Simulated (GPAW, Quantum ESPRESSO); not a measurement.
# ZrS (Fm-3m): the S K absorption edge, part 3 of 5

Do two independent programs agree on the S K edge of ZrS (Fm-3m)? The same cell and functional are run with XSpectra and with GPAW.

Quantum ESPRESSO 7.5 and GPAW 26.7.0; core-hole supercells, plane-wave PAW LDA.

So far. Step 2 (The field without a hole (Quantum ESPRESSO)): The mesh shows no gap, so the system is treated as a metal and the core electron is put at the Fermi level (neutral cell). Step 3 (Spectrum without a core hole, S atom 2 (Quantum …): Main maxima below 24 eV (height): 1.7 eV (1.15), 5.5 eV (1.31), 7.6 eV (1.86), 9.0 eV (1.62), 12.7 eV (1.11) and 18.0 eV (1.08).

The database entry behind the starting cell differs from later determinations by our own check (an axis about 1.9 % long against later determinations), so it need not match the best structure at ambient conditions.

**8. Spectrum with XCH, S atom 2 (Quantum ESPRESSO)**

Level of this step: X-ray absorption near-edge structure, plane-wave PAW LDA, one-electron final states by a Lanczos continued fraction (Quantum ESPRESSO).

The Lanczos recursion gives the spectrum without computing empty bands; each polarisation needs a run of its own on the full k mesh. xe0 is set between filled and empty states, and states below it are cut, here at the Fermi level, which holds the excited electron. The file of filecore holds the core orbital, taken from the hole-free data set.

File xspectra.in:

```
&input_xspectra
   calculation='xanes_dipole', edge='K'
   prefix='x', outdir='tmp', xiabs=2, xe0=14.4992
   xonly_plot=.false., x_save_file='xanes.sav'
   xniter=3000, xcheck_conv=20, xerror=0.005
   xcoordcrys=.false., xepsilon(1)=1, xepsilon(2)=0, xepsilon(3)=0
/
&plot
   xnepoint=413, xemin=-10, xemax=45, terminator=.true., cut_occ_states=.true.
   xgamma=0.4
/
&pseudos
   filecore='../S.wfc'
/
&cut_occ
   cut_desmooth=0.1, cut_stepl=0.05, cut_stepu=0.05, cut_ierror=1e-5
/
5 6 6 0 0 0
```

xspectra_1.in, as its differences from xspectra.in of step 8:

```diff
@@ -5,3 +5,3 @@
    xniter=3000, xcheck_conv=20, xerror=0.005
-   xcoordcrys=.false., xepsilon(1)=1, xepsilon(2)=0, xepsilon(3)=0
+   xcoordcrys=.false., xepsilon(1)=0, xepsilon(2)=1, xepsilon(3)=0
 /
```

Run with:

```console
> OMP_NUM_THREADS=1 mpirun --oversubscribe --bind-to none -np 4 xspectra.x -nk 4 -in xspectra.in > xspectra.out
```

Numbers of over 12 decimals in the logs are rounded to 6 here.

The program printed:

```text
     [... banner and references ...]
Reading input_file

     calculation: xanes_dipole

     xepsilon  [cartesian coordinates]:   1.000000   0.000000   0.000000

     xonly_plot: FALSE
        => complete calculation: Lanczos + spectrum plot

     filecore (core-wavefunction file): ../S.wfc

     main plot parameters:
        cut_occ_states: TRUE
        gamma_mode:  constant
        -> using xgamma [eV]:  0.40
        xemin [eV]: -10.00
        xemax [eV]:  45.00
        xnepoint:  413
        xe0 [eV]:  14.499200 (energy zero read in input file)

     WARNING: variable ef_r is obsolete

                      Reading SCF save directory: x.save

     tmp/x.save/

     Exchange-correlation= PZ
                           (   1   1   0   0   0   0   0)

     G-vector sticks info

                           Getting the Fermi energy

     From SCF save directory:
        ehomo [eV]:   14.8477 (highest occupied level)
        elumo [eV]:   14.8778 (lowest occupied level)
        ef    [eV]:   14.8477

     -> ef (in eV) will be written in x_save_file

                           Energy zero of the spectrum

     -> ef will NOT be used as energy zero of the spectrum
       (because xe0 read in input file)

     G-vector sticks info

     bravais-lattice index     =            0
     lattice parameter (alat)  =      12.1508  a.u.
     unit-cell volume          =    1464.7576 (a.u.)^3
     number of atoms/cell      =           12
     number of atomic types    =            3
     number of electrons       =       109.00
     number of Kohn-Sham states=           68
     kinetic-energy cutoff     =      46.0000  Ry
     charge density cutoff     =     300.0000  Ry
     Exchange-correlation= PZ
                           (   1   1   0   0   0   0   0)

     celldm(1)=  12.150770  celldm(2)=   0.000000  celldm(3)=   0.000000
     celldm(4)=   0.000000  celldm(5)=   0.000000  celldm(6)=   0.000000

     crystal axes: (cart. coord. in units of alat)
               a(1) = (   0.408248   0.816497   0.408248 )
               a(2) = (   0.816497  -0.408248  -0.408248 )
               a(3) = (   0.408248   0.408248  -0.816497 )

     reciprocal axes: (cart. coord. in units 2 pi/alat)
               b(1) = (  0.612372  0.612372  0.612372 )
               b(2) = (  1.020621 -0.612372  0.204124 )
               b(3) = ( -0.204124  0.612372 -1.020621 )

     PseudoPot. #1 for Zr:     Pseudo is Projector augmented-wave + core cor, Zval = 12.0

     ../pp/S.lda-nl-kjpaw-1sch.UPF
     Pseudo is Projector augmented-wave + core cor, Zval =  7.0
     Shape of augmentation charge: PSQ
     Using radial grid of 1151 points,  4 beta functions with:
                l(1) =   0
                l(2) =   0
                l(3) =   1
                l(4) =   1
     Q(r) pseudized with 0 coefficients

     ../pp/S.lda-nl-kjpaw.UPF
     Pseudo is Projector augmented-wave + core cor, Zval =  6.0
     Shape of augmentation charge: PSQ
     Using radial grid of 1151 points,  4 beta functions with:
                l(1) =   0
                l(2) =   0
                l(3) =   1
                l(4) =   1
     Q(r) pseudized with 0 coefficients

     atomic species   valence    mass     pseudopotential
     Zr               12.00     1.00000     Zr( 1.00)
     S0                7.00     1.00000     S ( 1.00)
     S                 6.00     1.00000     S ( 1.00)

      4 Sym. Ops., with inversion, found

   Cartesian axes

     site n.     atom                  positions (alat units)
         1        Zr     tau(   1) = (   0.0000000   0.0000000   0.0000000  )
         2        Zr     tau(   2) = (   0.4082483   0.4082483  -0.0000000  )
         3        Zr     tau(   3) = (   0.4082483   0.0000000  -0.4082483  )
         4        Zr     tau(   4) = (   0.8164966   0.4082483  -0.4082483  )
         5        Zr     tau(   5) = (   0.8164966   0.0000000  -0.8164966  )
         6        Zr     tau(   6) = (   1.2247449   0.4082483  -0.8164966  )
         7        S0     tau(   7) = (   0.8164966   0.8164966  -0.4082483  )
         8        S      tau(   8) = (   0.8164966   0.4082483  -0.8164966  )
         9        S      tau(   9) = (   0.8164966   0.4082483   0.0000000  )
        10        S      tau(  10) = (   0.8164966   0.0000000  -0.4082483  )
        11        S      tau(  11) = (   1.2247449   0.4082483  -0.4082483  )
        12        S      tau(  12) = (   0.4082483   0.4082483  -0.4082483  )

     number of k points=   180  Marzari-Vanderbilt smearing, width (Ry)=  0.0150

     Number of k-points >= 100: set verbosity='high' to print them.

     Dense  grid:   128673 G-vectors     FFT dimensions: (  72,  72,  72)

     Smooth grid:    61623 G-vectors     FFT dimensions: (  54,  54,  54)

     The potential is recalculated from file :
     tmp/x.save/charge-density

     Starting wfcs are  102 atomic wfcs
     Checking if some PAW data can be deallocated...

               Reading core wavefunction file for the absorbing atom

     ../S.wfc successfully read

                              Attributing the PAW radii
                     for the absorbing atom [units: Bohr radius]

        PAW proj 1: r_paw(l= 0)= 2.55  (1.5*r_cut)
        PAW proj 2: r_paw(l= 0)= 2.55  (1.5*r_cut)
        PAW proj 3: r_paw(l= 1)= 2.55  (1.5*r_cut)
        PAW proj 4: r_paw(l= 1)= 2.55  (1.5*r_cut)

        NB: The calculation will not necessary use all these r_paw values.
            - For a edge in the electric-dipole approximation,
              only the r_paw(l=1) values are used.
            - For a K edge in the electric-quadrupole approximation,
              only the r_paw(l=2) values are used.

            - For a L2 or L3 edge in the electric-quadrupole approximation,

              all projectors (s, p and d) are used.

                          Starting XANES calculation
                     in the electric dipole approximation

     Method of calculation based on the Lanczos recursion algorithm
        - STEP 1: Construction of a kpoint-dependent Lanczos basis,
          in which the Hamiltonian is tridiagonal (each 'iter'
          corresponds to the calculation of one more Lanczos vector)
        - STEP 2: Calculation of the cross-section as a continued fraction
          averaged over the k-points.

     ... Begin STEP 1 ...

        Radial transition matrix element(s) used in the calculation of the
        initial vector of the Lanczos basis (|tilde{phi}_abs> normalized)
        | For PAW proj. (l=1) #1: radial matrix element =   0.020214495
        | For PAW proj. (l=1) #2: radial matrix element =   0.028470800

NB: the    45 k-point are not all listed below because npool=  4
        |-------------------------------------------------------------
        ! k-point #     1:  ( 0.0000,  0.0000,  0.0000),  0.0111,   1
        |-------------------------------------------------------------
 okvan= T
        |   Norm of the initial Lanczos vector: 0.19042313E-01
        |   Estimated error at iter     20:   1.00625450
        |   Estimated error at iter     40:   0.32166564
        |   Estimated error at iter     60:   0.13475204
        |   Estimated error at iter     80:   0.14213554
        |   Estimated error at iter    100:   0.22003178
[...]
!   => CONVERGED at iter    360 with error=  0.00395365
        |-------------------------------------------------------------
        ! k-point #     2:  (-0.0340,  0.1021, -0.1701),  0.0111,   1
        |-------------------------------------------------------------
 okvan= T
        |   Norm of the initial Lanczos vector: 0.19044348E-01
[...]
!   => CONVERGED at iter    500 with error=  0.00469680
        |-------------------------------------------------------------
     [... 42 further k-points ...]
        ! k-point #    45:  ( 0.2245,  0.2245, -0.1837),  0.0111,   1
        |-------------------------------------------------------------
 okvan= T
        |   Norm of the initial Lanczos vector: 0.19044940E-01
[...]
|   Estimated error at iter    400:   0.01079677
        |   Estimated error at iter    420:   0.01497519
        |   Estimated error at iter    440:   0.00777479
        !   => CONVERGED at iter    460 with error=  0.00401295

     Results of STEP 1 successfully written in x_save_file
     x_save_file name:
     ->  xanes.sav
     x_save_file version:  2

     ... End STEP 1 ...

     ... Begin STEP 2 ...

     The spectrum is calculated using the following parameters:
        xe0 [eV]:   14.4992
        the occupied states are elimintate from the spectrum
        xemin [eV]: -10.00
        xemax [eV]:  45.00
        xnepoint:  413
        constant broadening parameter [eV]:    0.400
        Core level energy [eV]:  -2472.
         (from electron binding energy of neutral atoms in X-ray data booklet)

     Cross-section successfully written in xanes.dat

     ... End STEP 2 ...

                                END JOB XSpectra
```

The job ended after 8.7 min (4 MPI ranks of Arm Neoverse V1, shared host; peak memory 0.19 GiB).

The S K spectrum, S atom 2, excited-electron core hole (neutral cell) (energy from the energy zero of the input (xe0, at the border of filled and empty states); intensity scaled to a mean of 1 over the first 20 eV; the points at xe0, where the cut of filled states can leave a spike, are interpolated):

```
E (eV)  intensity
  -2.0       0.07
  -1.5       0.10
  -1.0       0.14
  -0.5       0.24
   0.0       0.57
   0.5       0.90
   1.0       1.18
   1.5       1.34
   2.0       1.20
   2.5       1.05
   3.0       1.06
   3.5       1.09
   4.0       1.16
   4.5       1.34
   5.0       1.54
   5.5       1.34
   6.0       1.39
   6.5       1.72
   7.0       1.76
   7.5       1.42
   8.0       1.27
   8.5       1.19
   9.0       1.00
   9.5       0.79
  10.0       0.64
  10.5       0.59
  11.0       0.66
  11.5       0.72
  12.0       0.85
  12.5       1.01
  13.0       0.72
  13.5       0.57
  14.0       0.59
  14.5       0.71
  15.0       0.71
  15.5       0.67
  16.0       0.73
  16.5       0.85
  17.0       1.04
  17.5       1.06
  18.0       1.01
  18.5       0.91
  19.0       0.83
  19.5       0.73
  20.0       0.64
  20.5       0.63
  21.0       0.64
  21.5       0.69
  22.0       0.81
  22.5       0.93
  23.0       0.91
  23.5       0.94
  24.0       0.96
  24.5       0.87
  25.0       0.83
  25.5       0.92
  26.0       1.21
  26.5       1.65
  27.0       1.79
  27.5       1.71
  28.0       1.57
  28.5       1.35
  29.0       1.24
  29.5       1.21
  30.0       1.14
  30.5       0.98
  31.0       0.82
  31.5       0.70
  32.0       0.65
```

Main maxima below 24 eV (height): 1.5 eV (1.34), 5.0 eV (1.55), 6.8 eV (1.83), 12.4 eV (1.02), 17.2 eV (1.07) and 23.8 eV (0.97). 

The total-energy difference is 2475.71 eV. One term is added: -16.82 eV, since the hole is spin-paired here and a spin-polarised one costs that much less in the free atom (computed apart). The photon energy is then 2458.89 eV. The functional leaves an error in such absolute values: in the free atom LDA prices this hole 9.1 eV below PBE (computed apart), and PBE is itself good to a few eV.

**9. Another broadening**

The final state's lifetime shortens with energy, so measured features broaden above the edge; the saved Lanczos coefficients are redrawn with a width that grows.

File xspectra_plot.in:

```
&input_xspectra
   calculation='xanes_dipole', edge='K'
   prefix='x', outdir='tmp', xiabs=2, xe0=14.4992
   xonly_plot=.true., x_save_file='xanes.sav'
   xniter=3000, xcheck_conv=20, xerror=0.005
   xcoordcrys=.false., xepsilon(1)=1, xepsilon(2)=0, xepsilon(3)=0
/
&plot
   xnepoint=413, xemin=-10, xemax=45, terminator=.true., cut_occ_states=.true.
   gamma_mode='variable', gamma_energy(1)=4, gamma_energy(2)=25, gamma_value(1)=0.3, gamma_value(2)=2.5
/
&pseudos
   filecore='../S.wfc'
/
&cut_occ
   cut_desmooth=0.1, cut_stepl=0.05, cut_stepu=0.05, cut_ierror=1e-5
/
5 6 6 0 0 0
```

Run with:

```console
> OMP_NUM_THREADS=1 xspectra.x -in xspectra_plot.in > xspectra_plot.out
```

The program printed:

```text
     [... banner and references ...]
Reading input_file
     -------------------------------------------------------------------------

     calculation: xanes_dipole

     xonly_plot: TRUE
        => only the spectrum plot

     main plot parameters:
        cut_occ_states: TRUE
        gamma_mode:  variable
        -> first, constant up to point ( 4.00, 0.30) [eV]
        -> then, linear up to point (25.00, 2.50) [eV]
        -> finally, constant up to xemax
        xemin [eV]: -10.00
        xemax [eV]:  45.00
        xnepoint:  413
[...]
xemin [eV]: -10.00
        xemax [eV]:  45.00
        xnepoint:  413
        energy-dependent broadening parameter:
         -> first, constant up to point ( 4.00, 0.30) [eV]
         -> then, linear up to point (25.00, 2.50) [eV]
         -> finally, constant up to xemax
        Core level energy [eV]:  -2472.
         (from electron binding energy of neutral atoms in X-ray data booklet)

     Cross-section successfully written in xanes.dat

     -------------------------------------------------------------------------
                                END JOB XSpectra
     -------------------------------------------------------------------------
[key lines of the parts left out:]
Fermi level [eV]:  14.8477
```

Run time: 5.5 s. Hardware: 1 MPI rank; peak memory 0.05 GiB.

With a Lorentzian half width 0.3 eV up to 4 eV, rising linearly to 2.5 eV at 25 eV, the maxima are 1.5 eV (1.43), 5.0 eV (1.55), 6.7 eV (1.66), 12.3 eV (0.81) and 17.5 eV (0.86).

**10. The field without a hole (GPAW)**

The second program starts from its own ground state, on the same cell and functional.

File scf.py:

```python
import numpy as np
from ase import Atoms
from ase.parallel import parprint, paropen
from gpaw import GPAW, PW, FermiDirac, Mixer, MixerDif, setup_paths
from gpaw.test import gen
setup_paths.insert(0, '.')
gen('S', name='nch1s', xcname='LDA', corehole=(1, 0, 0), write_xml=True)
from gpaw.mpi import world
world.barrier()

atoms = Atoms('ZrS',
    cell=[[0, 2.625, 2.625],
     [2.625, 0, 2.625],
     [2.625, 2.625, 0]],
    scaled_positions=[[0, 0, 0],
     [0.5, 0.5, 0.5]],
    pbc=True)
atoms.calc = calc = GPAW(legacy_gpaw=True, mode=PW(500), xc='LDA', setups={1: 'nch1s'},
    kpts={'size': (8, 8, 8), 'gamma': True}, occupations=FermiDirac(0.05),
    charge=0, mixer=Mixer(0.1, 5, 50), maxiter=150,
    convergence={'density': 0.0001}, txt='scf.txt')
energy = atoms.get_potential_energy() + calc.get_reference_energy()
ef = calc.get_fermi_level()
out = dict(energy=energy, fermi=ef, forces=atoms.get_forces().tolist())
parprint(f'all-electron energy {energy:.4f} eV, Fermi level {ef:.4f} eV')
ev = np.array([[calc.get_eigenvalues(k, s) for k in range(len(calc.get_ibz_k_points()))] for s in range(calc.get_number_of_spins())])
out['homo'], out['lumo'], out['counts'] = ev[ev < ef].max(), ev[ev > ef].min(), sorted(set((ev < ef).sum((0, 2)).tolist()))
out['filled'] = (ev[:, 0] < ef).sum(1).tolist()
import json
with paropen('out.json', 'w') as f:
    json.dump(out, f)
```

Run with:

```console
> OMP_NUM_THREADS=1 mpirun -n 4 gpaw python scf.py
```

The program printed:

```text
Input parameters:
  convergence: {density: 0.0001}
  kpts: {gamma: True,
         size: (8, 8, 8)}
  maxiter: 150
  mixer: {backend: pulay,
          beta: 0.1,
          method: separate,
          nmaxold: 5,
          weight: 50}
  mode: {ecut: 500.0,
         name: pw}
  occupations: {fixmagmom: False,
                name: fermi-dirac,
                width: 0.05}
  setups: {1: nch1s}

Initialize ...

[...]
3s(2) :    -0.634959     1.191395
*s    :     0.365041
3p(4) :    -0.261139     0.997058
*p    :     0.738861
*d    :     0.000000
--------------------------------

Diagonalizing with gridspacing h=0.050

state   all-electron     PAW
-------------------------------
3s:      -0.634959    -0.635587
3p:      -0.261139    -0.261554
*d:                    0.043150
*f:                    0.074695
-------------------------------
all-electron energy -108627.1565 eV, Fermi level 11.0339 eV
[key lines of the parts left out:]
Converged after 16 iterations.
Dipole moment: (0.000000, -0.000000, -0.000000) |e|*Ang
Free energy:    -16.015168
Fermi level: 11.03389
```

It took 5.3 s on 4 MPI ranks; peak memory 0.17 GiB; 21 s of CPU time.

The mesh shows no gap, so the system is treated as a metal and the core electron is put at the Fermi level (neutral cell).

(Continued in part 4 of 5.)

[Banner, clock and machine lines of the logs are left out without a mark of their own.]

[Logs are printed without paths, hosts, clocks, repeated set-up lines and the standing remarks that a program may print on its own settings, such as how far it seeks lower states.]

[Hosts, paths, dates, database ids (printed as entryN), source tags and the programs' standing remarks are cut or masked in the printed files.]

[Lists of maxima count a maximum above −3 eV only where it reaches 4 % of the highest in the window and stands out from its surroundings by 2 % of it (1.5 % where it reaches 55 %); shoulders and weaker maxima are passed over, and of the rest the first, up to two pre-edge ones and the few strongest are named.]
